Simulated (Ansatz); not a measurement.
# Lattice dynamics of (KF)2(LiBr)1 [001] superlattice, started as rocksalt type

Task: relax (KF)2(LiBr)1 [001] superlattice, started as rocksalt type, then find its harmonic phonons.

Calculated with Ansatz 0.2.0; DFT PBEsol, scalar-relativistic, plane waves, PAW.

The structure was built from a prototype and need not be the compound's stable phase.

### 1. Starting point

Symmetry: I4/mmm, No. 139, tetragonal system. Conventional cell: a = 3.818 Å, b = 3.818 Å, c = 16.200 Å, α = 90.00°, β = 90.00°, γ = 90.00°. Br has 2 K at 2.70 Å and 4 Li at 2.70 Å nearest. Nearest to F lie 5 K at 2.70 Å and 1 Li at 2.70 Å. Nearest to K lie 1 Br at 2.70 Å and 5 F at 2.70 Å. Nearest to Li lie 2 F at 2.70 Å and 4 Br at 2.70 Å. Farther neighbours and most contacts between anions are not listed.

### 2. Rough relaxation

A rough relaxation comes first, because large forces or stress need no tight tolerances yet.

Input file input.yaml:

```yaml
crystal:
  lattice:
    - [2.7, 2.7, 0.0]
    - [-2.7, 2.7, 0.0]
    - [2.7, 0.0, 8.1]
  atoms:
    - { symbol: Br, position: [0.166667, 0.833333, 0.666667] }
    - { symbol: F, position: [0.5, 0.5, 0.0] }
    - { symbol: F, position: [0.833333, 0.166667, 0.333333] }
    - { symbol: K, position: [0.0, 0.0, 0.0] }
    - { symbol: K, position: [0.333333, 0.666667, 0.333333] }
    - { symbol: Li, position: [0.666667, 0.333333, 0.666667] }
kpoints:
  mp_grid: { grid: [6, 6, 6] }
hamiltonian:
  xc: pbesol
scf:
  occupations: { method: gaussian, width: 0.1 }
output:
  forces: true
  stress: true
  eigenvalues: true
relax:
  adjacent_minimum: "off"
  f_tol: 0.05
  max_steps: 80
  cell: { stress_tol: 0.5 }
```

Run with:

```console
ansatz run input.yaml --threads 8 --pin off --max-ram 14336MiB --backend cpu --events-out ev --progress --plain --runs-dir out
```

Numbers of over 12 decimals in the logs are rounded to 6 here.

Log:

```text
[...]
cell:  # Å, volume = 122.0714 Å³
    - [2.622542, 2.622542, 0.0]
    - [-2.622542, 2.622542, 0.0]
    - [2.622542, 0, 8.874406]
  atoms:
    - { symbol: Br, position: [0.166667, 0.833333, 0.666667] }
    - { symbol: F, position: [0.494841, 0.505159, 0.010317] }
    - { symbol: F, position: [0.838492, 0.161508, 0.323016] }
    - { symbol: K, position: [-0.011421, 0.011421, 0.022842] }
    - { symbol: K, position: [0.344754, 0.655246, 0.310491] }
    - { symbol: Li, position: [0.666667, 0.333333, 0.666667] }
[key lines of the parts left out:]
SCF converged after 5 iterations
Free energy (F): -7580.416954 eV
Fermi energy:    4.109081 eV
P = ⅓ Tr σ = 0.0108 GPa (0.108 kbar)
```

Wall time 14 s (8 threads of AMD EPYC 7R43, shared host); peak memory 0.59 GiB.

Relaxation path:

```
step  energy less that of the first step (eV)  largest force component (eV/Å)  pressure (GPa)  volume (Å³)
   1                                   0.0000                          1.7387            1.95       118.10
   2                                  -0.4325                          0.0901           -0.28       119.55
   3                                  -0.4659                          0.0667            0.07       118.59
   4                                  -0.4919                          0.0757            0.22       119.67
   5                                  -0.4929                          0.0260            0.05       120.22
  6*                                  -0.5090                          0.0272            0.25       120.22
   7                                  -0.5115                          0.0144            0.00       122.07
  8*                                  -0.5145                          0.0151            0.01       122.07
```

Relaxation steps marked * repeat the geometry before them on a plane-wave basis chosen anew for their cell, so energy and pressure can jump there.

The run keeps the 16 symmetry operations that it works with, so distortions that break them were not tested.

```
conventional cell, symmetrised  before   after  change
                         a (Å)   3.818   3.709  -2.9 %
                         b (Å)   3.818   3.709  -2.9 %
                         c (Å)  16.200  17.749  +9.6 %
              volume (Å³/atom)   19.68   20.35  +3.4 %
```

The atoms that moved most (Å, as changes of fractional coordinates times the final cell):

```
atom     dx     dy      dz  length
  K4  0.000  0.000   0.203   0.203
  K5  0.000  0.000  -0.203   0.203
  F2  0.000  0.000   0.092   0.092
  F3  0.000  0.000  -0.092   0.092
```

Final coordinates:

```xyz
6
Lattice="2.6225 2.6225 0.0000 -2.6225 2.6225 0.0000 2.6225 0.0000 8.8744" Properties=species:S:1:pos:R:3 pbc="T T T"
Br    0.0000    2.6225    5.9163
F     0.0000    2.6225    0.0916
F     2.6225    2.6225    2.8666
K     0.0000    0.0000    0.2027
K     0.0000    2.6225    2.7554
Li    2.6225    2.6225    5.9163
```

Numbers from this step:

| Property | Result |
| --- | --- |
| pressure | 0.01079 GPa |
| gap on the k-mesh | 5.076 eV |
| volume per atom | 20.35 Å³ |
| direct gap on mesh | 5.424 eV |

In this step the volume went from 19.68 to 20.35 Å³/atom.

### 3. Bringing the structure to rest

The cell and atoms are relaxed, since residual forces and stress would shift the frequencies.

Input file input.yaml:

```yaml
crystal:
  lattice:
    - [2.6225415331, 2.6225415331, 0.0]
    - [-2.6225415331, 2.6225415331, 0.0]
    - [2.6225415331, 0.0, 8.8744064082]
  atoms:
    - { symbol: Br, position: [0.1666666667, 0.8333333333, 0.6666666667] }
    - { symbol: F, position: [0.4948414608, 0.5051585392, 0.0103170785] }
    - { symbol: F, position: [0.8384918726, 0.1615081274, 0.3230162549] }
    - { symbol: K, position: [-0.0114209186, 0.0114209186, 0.0228418372] }
    - { symbol: K, position: [0.3447542519, 0.6552457481, 0.3104914962] }
    - { symbol: Li, position: [0.6666666667, 0.3333333333, 0.6666666667] }
kpoints:
  mp_grid: { grid: [6, 6, 6] }
hamiltonian:
  xc: pbesol
scf:
  occupations: { method: gaussian, width: 0.02 }
output:
  forces: true
  stress: true
  eigenvalues: true
relax:
  adjacent_minimum: "off"
  f_tol: 0.005
  max_steps: 80
  cell: { stress_tol: 0.05 }
```

Log:

```text
[...]
Crystal: 6 atoms, lattice volume = 122.071 Å³
Basis set: ecut = 420 eV, 2409 PW (Γ), exchange–correlation on 50×50×128 points (8 copies of the dense FFT grid, shifted against one another)
Bands: 27, of which v1, the nominal top of the filled ones, is band 21 counted from 1 (20 counted from 0)
Symmetry: 16 space group operations
[...]
k-points: 30 of 216
[...]
cell:  # Å, volume = 122.5644 Å³
    - [2.620337, 2.620337, 0.0]
    - [-2.620337, 2.620337, 0.0]
    - [2.620337, 0, 8.925242]
  atoms:
    - { symbol: Br, position: [0.166667, 0.833333, 0.666667] }
    - { symbol: F, position: [0.493832, 0.506168, 0.012335] }
    - { symbol: F, position: [0.839501, 0.160499, 0.320998] }
    - { symbol: K, position: [-0.011537, 0.011537, 0.023075] }
    - { symbol: K, position: [0.344871, 0.655129, 0.310259] }
    - { symbol: Li, position: [0.666667, 0.333333, 0.666667] }
[key lines of the parts left out:]
SCF converged after 5 iterations
Free energy (F): -7580.417532 eV
Fermi energy:    4.045107 eV
P = ⅓ Tr σ = 0.0128 GPa (0.128 kbar)
```

Run time: 9 s. Hardware: 8 threads; peak memory 0.6 GiB.

Relaxation path:

```
step  energy less that of the first step (eV)  largest force component (eV/Å)  pressure (GPa)  volume (Å³)
   1                                   0.0000                          0.0150            0.01       122.07
   2                                   0.0001                          0.0084            0.00       122.48
   3                                   0.0006                          0.0288           -0.02       122.76
   4                                   0.0001                          0.0001            0.00       122.56
  5*                                  -0.0006                          0.0001            0.01       122.56
```

Relaxation steps marked * repeat the geometry before them on a plane-wave basis chosen anew for their cell, so energy and pressure can jump there. Relaxation step 3 was tried and not accepted.

Forces are held to the 16 operations that the run works with; a distortion that breaks them can't arise in this run.

```
conventional cell, symmetrised  before   after  change
                         a (Å)   3.709   3.706  -0.1 %
                         b (Å)   3.709   3.706  -0.1 %
                         c (Å)  17.749  17.850  +0.6 %
              volume (Å³/atom)   20.35   20.43  +0.4 %
```

The atoms that moved most (Å, as changes of fractional coordinates times the final cell):

```
atom     dx     dy      dz  length
  F2  0.000  0.000   0.018   0.018
  F3  0.000  0.000  -0.018   0.018
```

The relaxed structure:

```xyz
6
Lattice="2.6203 2.6203 0.0000 -2.6203 2.6203 0.0000 2.6203 0.0000 8.9252" Properties=species:S:1:pos:R:3 pbc="T T T"
Br    0.0000    2.6203    5.9502
F     0.0000    2.6203    0.1101
F     2.6203    2.6203    2.8650
K     0.0000    0.0000    0.2059
K     0.0000    2.6203    2.7691
Li    2.6203    2.6203    5.9502
```

This step gave:

```
pressure           : 0.01276 GPa
volume per atom    : 20.43 Å³
direct gap on mesh : 5.397 eV
```

In this step the volume went from 20.35 to 20.43 Å³/atom.

### 4. Relaxing to small forces for the phonons

Phonons need a cell at rest on their own settings, so the relaxation is repeated with tight tolerances on forces and stress, using the mesh and the filling of the phonon run that follows.

Input file input.yaml:

```yaml
crystal:
  lattice:
    - [2.6203367322, 2.6203367322, 0.0]
    - [-2.6203367322, 2.6203367322, 0.0]
    - [2.6203367322, 0.0, 8.9252424625]
  atoms:
    - { symbol: Br, position: [0.1666666667, 0.8333333333, 0.6666666667] }
    - { symbol: F, position: [0.4938323008, 0.5061676992, 0.0123353985] }
    - { symbol: F, position: [0.8395010326, 0.1604989674, 0.3209979349] }
    - { symbol: K, position: [-0.0115372849, 0.0115372849, 0.0230745699] }
    - { symbol: K, position: [0.3448706183, 0.6551293817, 0.3102587635] }
    - { symbol: Li, position: [0.6666666667, 0.3333333333, 0.6666666667] }
kpoints:
  mp_grid: { grid: [8, 8, 8] }
hamiltonian:
  xc: pbesol
scf:
  occupations: { method: fixed }
output:
  forces: true
  stress: true
  eigenvalues: true
relax:
  adjacent_minimum: "off"
  f_tol: 0.001
  max_steps: 60
  cell: { stress_tol: 0.01 }
```

Log:

```text
[...]
Crystal: 6 atoms, lattice volume = 122.564 Å³
Basis set: ecut = 420 eV, 2409 PW (Γ), exchange–correlation on 50×50×128 points (8 copies of the dense FFT grid, shifted against one another)
Bands: 27, of which v1, the nominal top of the filled ones, is band 21 counted from 1 (20 counted from 0)
Symmetry: 16 space group operations
[...]
k-points: 59 of 512
[...]
- [2.620064, 2.620064, 0.0]
    - [-2.620064, 2.620064, 0.0]
    - [2.620064, 0, 8.935494]
  atoms:
    - { symbol: Br, position: [0.166667, 0.8333333333, 0.6666666667] }
    - { symbol: F, position: [0.493714, 0.506286, 0.012573] }
    - { symbol: F, position: [0.839620, 0.160380, 0.320761] }
    - { symbol: K, position: [-0.011549, 0.011549, 0.023098] }
    - { symbol: K, position: [0.344882, 0.655118, 0.310235] }
    - { symbol: Li, position: [0.666667, 0.3333333333, 0.6666666667] }
[key lines of the parts left out:]
SCF converged after 6 iterations
Free energy (F): -7580.417945 eV
Fermi energy:    1.495557 eV
P = ⅓ Tr σ = 0.0018 GPa (0.018 kbar)
```

Elapsed: 16 s, on 8 threads; peak memory 0.63 GiB.

Step by step:

```
step  energy less that of the first step (eV)  largest force component (eV/Å)  pressure (GPa)  volume (Å³)
   1                                   0.0000                          0.0000            0.01       122.56
   2                                   0.0001                          0.0029            0.00       122.67
   3                                   0.0005                          0.0173           -0.02       122.87
   4                                   0.0001                          0.0001            0.00       122.68
  5*                                   0.0000                          0.0001            0.00       122.68
```

Relaxation steps marked * repeat the geometry before them on a plane-wave basis chosen anew for their cell, so energy and pressure can jump there. Relaxation step 3 was tried and not accepted.

The run keeps the 16 symmetry operations that it works with, so distortions that break them were not tested.

```
conventional cell, symmetrised  before   after  change
                         a (Å)   3.706   3.705  -0.0 %
                         b (Å)   3.706   3.705  -0.0 %
                         c (Å)  17.850  17.871  +0.1 %
              volume (Å³/atom)   20.43   20.45  +0.1 %
```

Numbers from this step:

| Property | Result |
| --- | --- |
| pressure | 0.001780 GPa |
| gap on the k-mesh | 5.075 eV |
| volume per atom | 20.45 Å³ |
| direct gap on mesh | 5.390 eV |

The largest force component left is 0.11 meV/Å and the pressure is 0.002 GPa, within the tolerances set. The cell now holds 20.45 Å³/atom.

[end of part 1 of 2]

[Logs are printed without paths, hosts, clocks, repeated set-up lines and the standing remarks that a program may print on its own settings, such as how far it seeks lower states.]

[Hosts, paths, dates, database ids (printed as entryN), source tags and the programs' standing remarks are cut or masked in the printed files.]
